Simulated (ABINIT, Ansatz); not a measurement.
# YBiS3 (Pm-3m): zone-centre phonons

Which modes does YBiS3 (Pm-3m) have at the zone centre?

Calculated with ABINIT 10.8.3; DFT LDA, scalar-relativistic, plane waves, PseudoDojo norm-conserving pseudopotentials.

Report form: the programs' logs are mostly left out.

The structure was built from a prototype and need not be the compound's stable phase.

## (1) Set-up

The structure is cubic, space group Pm-3m (No. 221). The conventional cell has a = 5.061 Å, b = 5.061 Å, c = 5.061 Å, α = 90.00°, β = 90.00°, γ = 90.00°. Nearest to Bi lie 12 S at 3.58 Å. Nearest to Y lie 6 S at 2.53 Å. Nearest to S lie 2 Y at 2.53 Å. Farther neighbours and most contacts between anions are not listed.

## (2) Relaxation

The harmonic expansion needs vanishing forces, and a free crystal bears no stress, so cell and atoms are brought to rest. Stress is more sensitive to the basis than forces are: the last 3 Ha under the cutoff are smoothed with ecutsm, and the cutoff is raised above that of the later runs.

The starting cell comes from a relaxation made beforehand in Ansatz (LDA, PseudoDojo NC).

relax.abi reads:

```
# relaxation
ionmov 2
optcell 2
dilatmx 1.08
ntime 40
tolmxf 1.0d-05
tolvrs 1.0d-14
prtwf 0
prtden 0
chksymtnons 0

# basis, mesh and filling
ecut 39.0
ecutsm 3.0
ngkpt 6 6 6
nshiftk 1
shiftk 0.0 0.0 0.0
istwfk *1
occopt 7
tsmear 0.01
nband 31
nstep 100
diemac 1000000.0
prtebands 0
prtgsr 0
useylm 1

# cell and atoms
acell 3*1.0 Angstrom
rprim 
    5.060561501 0.0 0.0
    0.0 5.060561501 0.0
    0.0 0.0 5.060561501
ntypat 3
znucl 83 39 16
natom 5
typat 1 2 3 3 3
xred 
    0.0 0.0 0.0
    0.5 0.5 0.5
    0.5 0.5 0.0
    0.5 0.0 0.5
    0.0 0.5 0.5
pp_dirpath "./pseudo"
pseudos "Bi.upf, Y.upf, S.upf"
```

Run with:

```sh
OMP_NUM_THREADS=1 mpirun -n 4 abinit relax.abi > relax.log
```

Wall time 4.5 min (4 MPI ranks of Arm Neoverse V1, shared host).

Little changed from the start: no atom moved by 0.005 Å and no cell edge by 0.1 %.

This step gave:

| Property | Result |
| --- | --- |
| volume per atom | 25.97 Å³ |
| pressure | 2.32e-4 GPa |
| gap on the k-mesh | 0 eV |

## (3) Ground state

First-order wavefunctions inherit every error of the ground state, hence the very tight tolvrs. Occupations are smeared.

gs.abi reads:

```
# ground state
tolvrs 1.0d-16
prtden 1
prtwf 1

# basis, mesh and filling
ecut 31.0
ngkpt 6 6 6
nshiftk 1
shiftk 0.0 0.0 0.0
istwfk *1
occopt 7
tsmear 0.01
nband 31
nstep 100
diemac 1000000.0
prtebands 0
prtgsr 0
useylm 1

# cell and atoms
acell 3*1.0 Angstrom
rprim 
    5.063717515 0.0 0.0
    0.0 5.063717515 0.0
    0.0 0.0 5.063717515
ntypat 3
znucl 83 39 16
natom 5
typat 1 2 3 3 3
xred 
    0.0 0.0 0.0
    0.5 0.5 0.5
    0.5 0.5 0.0
    0.5 0.0 0.5
    0.0 0.5 0.5
pp_dirpath "./pseudo"
pseudos "Bi.upf, Y.upf, S.upf"
```

Run with:

```sh
OMP_NUM_THREADS=1 mpirun -n 4 abinit gs.abi > gs.log
```

The job ended after 58 s (4 MPI ranks; 3.8 min of CPU time).

Numbers from this step:

- pressure: -0.1602 GPa

The cell stands at -0.16 GPa: the relaxation ran with a smoothed and higher cutoff, and the difference is a stress of the finite basis.

## (4) Zone-centre response

At q = 0 one unit cell holds all displacements. The response is solved for single atoms along the cell's directions, and symmetry skips those that follow from others. The crystal is treated as a metal, which screens a static field, so no field response is asked.

dfpt_gamma.abi reads:

```

# common to the responses
getwfk_filepath "gso_WFK"
kptopt 2
nqpt 1
qpt 0.0 0.0 0.0
asr 0
chneut 0

# displacements
rfphon 1
rfatpol 1 5
rfdir 1 1 1
tolvrs 1.0d-10
prtwf 0

# basis, mesh and filling
ecut 31.0
ngkpt 6 6 6
nshiftk 1
shiftk 0.0 0.0 0.0
istwfk *1
occopt 7
tsmear 0.01
nband 31
nstep 100
diemac 1000000.0
prtebands 0
prtgsr 0
useylm 1

# cell and atoms
acell 3*1.0 Angstrom
rprim 
    5.063717515 0.0 0.0
    0.0 5.063717515 0.0
    0.0 0.0 5.063717515
ntypat 3
znucl 83 39 16
natom 5
typat 1 2 3 3 3
xred 
    0.0 0.0 0.0
    0.5 0.5 0.5
    0.5 0.5 0.0
    0.5 0.0 0.5
    0.0 0.5 0.5
pp_dirpath "./pseudo"
pseudos "Bi.upf, Y.upf, S.upf"
```

Run with:

```sh
OMP_NUM_THREADS=1 mpirun -n 4 abinit dfpt_gamma.abi > dfpt_gamma.log
```

It took 8 min on 4 MPI ranks; 32 min of CPU time.

Numbers from this step:

```
largest acoustic frequency at the zone centre before the sum rule : -3.15 cm⁻¹
highest optical zone-centre mode (no LO-TO term)                  : 420.4 cm⁻¹
lowest optical zone-centre mode                                   : -177.9 cm⁻¹
```

The acoustic modes at Γ come out as far as 3.1 cm⁻¹ from zero, where they should vanish, a small numerical error. The lowest optical mode is imaginary, 178i cm⁻¹, an instability at this level and on this k mesh.

## (5) Zone-centre analysis

anaddb reads the merged derivatives and imposes the acoustic sum rule.

anaddb.abi reads:

```
ddb_filepath "gamma_DDB"
output_file "anaddb.abo"
outdata_prefix "anaddb"
asr 1
chneut 1
enunit 2
eivec 1
nph1l 1
qph1l 0.0 0.0 0.0 1.0
```

mrgddb.in reads:

```
gamma_DDB
merged
2
dfpt_gammao_DDB
gso_DDB
```

Run with:

```sh
mrgddb < mrgddb.in > mrgddb.log
OMP_NUM_THREADS=1 anaddb anaddb.abi > anaddb.log
```

Run time: 0.51 s. Hardware: 1 thread.

Numbers from this step:

```
lowest optical zone-centre mode : -178.1 cm⁻¹
```

No LO-TO term; unit eigenvectors of the mass-weighted matrix, from anaddb's displacements. Modes at Γ, with each element's share of the kinetic energy (negative means imaginary):

| mode | frequency (cm⁻¹) | symmetry | Bi % | Y % | S % |
| --- | --- | --- | --- | --- | --- |
| 1 | -178.1 | T2u | 0 | 0 | 100 |
| 2 | -178.1 | T2u | 0 | 0 | 100 |
| 3 | -178.1 | T2u | 0 | 0 | 100 |
| 4 | -168.9 | T1u | 17 | 2 | 81 |
| 5 | -168.9 | T1u | 17 | 2 | 81 |
| 6 | -168.9 | T1u | 17 | 2 | 81 |
| 7 | -66.2 | T1u | 30 | 55 | 15 |
| 8 | -66.2 | T1u | 30 | 55 | 15 |
| 9 | -66.2 | T1u | 30 | 55 | 15 |
| 10 | 0.0 | acoustic | 53 | 23 | 24 |
| 11 | 0.0 | acoustic | 53 | 23 | 24 |
| 12 | 0.0 | acoustic | 53 | 23 | 24 |
| 13 | 420.4 | T1u | 0 | 20 | 80 |
| 14 | 420.4 | T1u | 0 | 20 | 80 |
| 15 | 420.4 | T1u | 0 | 20 | 80 |

Displacements in mode 1 (-178.1 cm⁻¹), the largest set to 1:
```
Bi1  0.00  0.00  0.00
Y2   0.00  0.00  0.00
S3   0.00  0.00  0.00
S4   0.00  0.00  1.00
S5   0.00  0.00 -1.00
```

Displacements in mode 13 (420.4 cm⁻¹), the largest set to 1:
```
Bi1  0.00  0.00  0.00
Y2   0.00  0.00  0.30
S3   0.00  0.00 -1.00
S4   0.00  0.00  0.07
S5   0.00  0.00  0.07
```

The rule moves no optical mode by more than 0.3 cm⁻¹.

## (6) The same in Ansatz

The same cell goes through another code at the same cutoff. The files are of one family, but Ansatz's library holds files of its own making for some heavy elements, so those for Bi may differ.

This step: DFT LDA, scalar-relativistic, plane waves, norm-conserving pseudopotentials of its library (PseudoDojo's, some remade) (Ansatz 0.2.0).

input.yaml reads:

```yaml
crystal:
  lattice:
    - [5.0637175148, 0.0, 0.0]
    - [0.0, 5.0637175148, 0.0]
    - [0.0, 0.0, 5.0637175148]
  atoms:
    - { symbol: Bi, position: [0.0, 0.0, 0.0] }
    - { symbol: "Y", position: [0.5, 0.5, 0.5] }
    - { symbol: S, position: [0.5, 0.5, 0.0] }
    - { symbol: S, position: [0.5, 0.0, 0.5] }
    - { symbol: S, position: [0.0, 0.5, 0.5] }
kpoints:
  mp_grid: { grid: [6, 6, 6] }
hamiltonian:
  xc: lda
  pseudopotentials: { kind: nc, accuracy: standard }
scf:
  occupations: { method: gaussian, width: 0.27211 }
output:
  eigenvalues: true
basis:
  ecutwfc: 843.553
phonons:
  method: dfpt
```

Run with:

```sh
ansatz run input.yaml --threads 4 --pin off --max-ram 8192MiB --backend cpu --events-out ev --progress --plain --runs-dir out
```

Elapsed: 78 s, on 4 threads; peak memory 2.3 GiB.

Read from the output:

* sum-rule residual before enforcement: 7.16e-5 eV/Å²
* highest optical zone-centre mode (no LO-TO term): 420.5 cm⁻¹
* lowest optical zone-centre mode: -178.3 cm⁻¹

## (7) The two compared: ABINIT PseudoDojo and Ansatz, library NC

Numbers from this step:

```yaml
root_mean_square_difference: 0.2 cm⁻¹
largest_difference: 0.32 cm⁻¹
```

The 12 of 12 modes that differ most. Frequencies side by side:

| q (reciprocal lattice) | mode | ABINIT PseudoDojo (cm⁻¹) | Ansatz, library NC (cm⁻¹) |
| --- | --- | --- | --- |
| 0 0 0 | 1 | -178.1 | -178.3 |
| 0 0 0 | 2 | -178.1 | -178.3 |
| 0 0 0 | 3 | -178.1 | -178.3 |
| 0 0 0 | 4 | -168.9 | -169.2 |
| 0 0 0 | 5 | -168.9 | -169.2 |
| 0 0 0 | 6 | -168.9 | -169.2 |
| 0 0 0 | 7 | -66.16 | -66.06 |
| 0 0 0 | 8 | -66.16 | -66.06 |
| 0 0 0 | 9 | -66.16 | -66.06 |
| 0 0 0 | 13 | 420.4 | 420.5 |
| 0 0 0 | 14 | 420.4 | 420.5 |
| 0 0 0 | 15 | 420.4 | 420.5 |

At the zone centre the largest difference (acoustic modes at Γ apart) is 0.08 % of the highest mode.

## (8) Outcome

* space group after relaxation: Pm-3m
* volume per atom: 26.0 Å³
* highest optical zone-centre mode (no LO-TO term): 420.4 cm⁻¹
* lowest optical zone-centre mode: -178.1 cm⁻¹
* imaginary optical modes at the zone centre (no q mesh in this session): yes
* largest difference from Ansatz, library NC: 0.32 cm⁻¹

In words: At the LDA level the optical modes of YBiS3 (Pm-3m) at the zone centre run from 178i to 420 cm⁻¹, so the structure is a saddle point, with 9 modes beyond 10i cm⁻¹ there. ABINIT PseudoDojo and Ansatz, library NC agree to 0.32 cm⁻¹ (0.08 % of the highest mode compared) on all solved modes but the acoustic ones at Γ, without the LO-TO term. These are harmonic frequencies at zero temperature: anharmonic shifts and linewidths and thermal expansion are left out. Spin-orbit coupling is left out, which can matter for the heavy elements here. In a metal the frequencies hang on the k mesh and the smearing, most of all near Kohn anomalies. Ansatz warns that the cutoff lies 14 % under the one recommended for these files; agreement at one cutoff is not convergence. The total energies of the two programs lie far apart, so at least one potential file in Ansatz's library differs from the published one read by the first program. The structure is a hypothetical one, built on a prototype.

[Host names and launcher messages were left out of these logs when they were recorded.]

[Logs are printed without paths, hosts, clocks, repeated set-up lines and the standing remarks that a program may print on its own settings, such as how far it seeks lower states.]

[Hosts, paths, dates, database ids (printed as entryN), source tags and the programs' standing remarks are cut or masked in the printed files.]
